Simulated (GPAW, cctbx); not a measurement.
## By hand: from a DFT structure factor to an extinction distance in NaCuS2

NaCuS2, Cmcm (no. 63), a = 4.7030 Å, b = 12.6536 Å, c = 6.6065 Å, α = 90.00°, β = 90.00°, γ = 90.00°.

```csv
atom,mult.,x,y,z
Cu1,4,0,0.9969,3/4
S1,8,1/2,0.6169,0.9949
Na1,4,0,0.6831,3/4
```

The start was made by putting kin elements into a known structure type; the compound need not exist, or be stable, in this form.

A DFT run (GPAW, PBE, 450 eV, 4×3×4 k-points (along the axes of the calculation cell), Fermi–Dirac width 0.05 eV) gives the static X-ray structure factor of 040 as 3.450 e for the conventional cell; superposed free atoms give 1.055 e. **Problem.** Find the Fourier component V of the crystal potential and the two-beam extinction distance at 300 kV in both cases.

### 1. Geometry

The cell volume is Ω = 393.15 Å³ and d(040) = 3.1634 Å, so g = 1/d = 0.3161 Å⁻¹.

### 2. The nuclei

Electrons feel nuclei as well as electrons, so the nuclear charges are summed with the same phases.

Phase sums Σ exp(2πi h·x), turned so that the total is real and positive: Cu -3.988, S +7.835, Na +0.442. Then F_Z = 29 × (-3.988) + 16 × (+7.835) + 11 × (+0.442) = 14.56 e. The electron term has the same sign for this reflection.

### 3. Mott–Bethe

Poisson's equation, term by term, gives V = (e/4πε₀)(F_Z − F)/(πΩg²), with e/4πε₀ = 14.3996 V Å.

The prefactor is 14.3996 × 3.1634²/(π × 393.15) = 0.11667 V per electron. Free atoms: (14.56 − 1.055) × 0.11667 = 1.575 V. Crystal: (14.56 − 3.450) × 0.11667 = 1.296 V. F changes by +227.01 % and V by -17.7 %: the same 2.40 e is measured against F_Z − F = 13.5 e in place of F = 1.1 e.

### 4. Extinction distance

In the two-beam case ξ = 1/(λU) with U = 2γm₀eV/h², that is ξ = 150.41 V Å²/(γλV).

At 300 kV, λ = 0.01969 Å and γ = 1.5871. Free atoms: ξ = 3056 Å. Crystal: ξ = 3714 Å. The thickness fringes go as sin²(πt/ξ), so the two patterns slip by a quarter of a period when t|1/ξ₁ − 1/ξ₀| = 1/4, at t ≈ 431 nm. Thermal motion, absorption and many-beam coupling, left out here, change a real pattern.

### 5. Answer

V(040) is 1.30 V against 1.58 V, and ξ is 3714 against 3056 Å. Limits: static atoms, two beams; no Hubbard U on Cu.

[Outputs are excerpts: Python notices, other lines and further rows are left out; steps that failed or that the build refused (PBEsol, TPSS) are not shown.]

[Logs are printed without paths, hosts, clocks, repeated set-up lines and the standing remarks that a program may print on its own settings, such as how far it seeks lower states.]
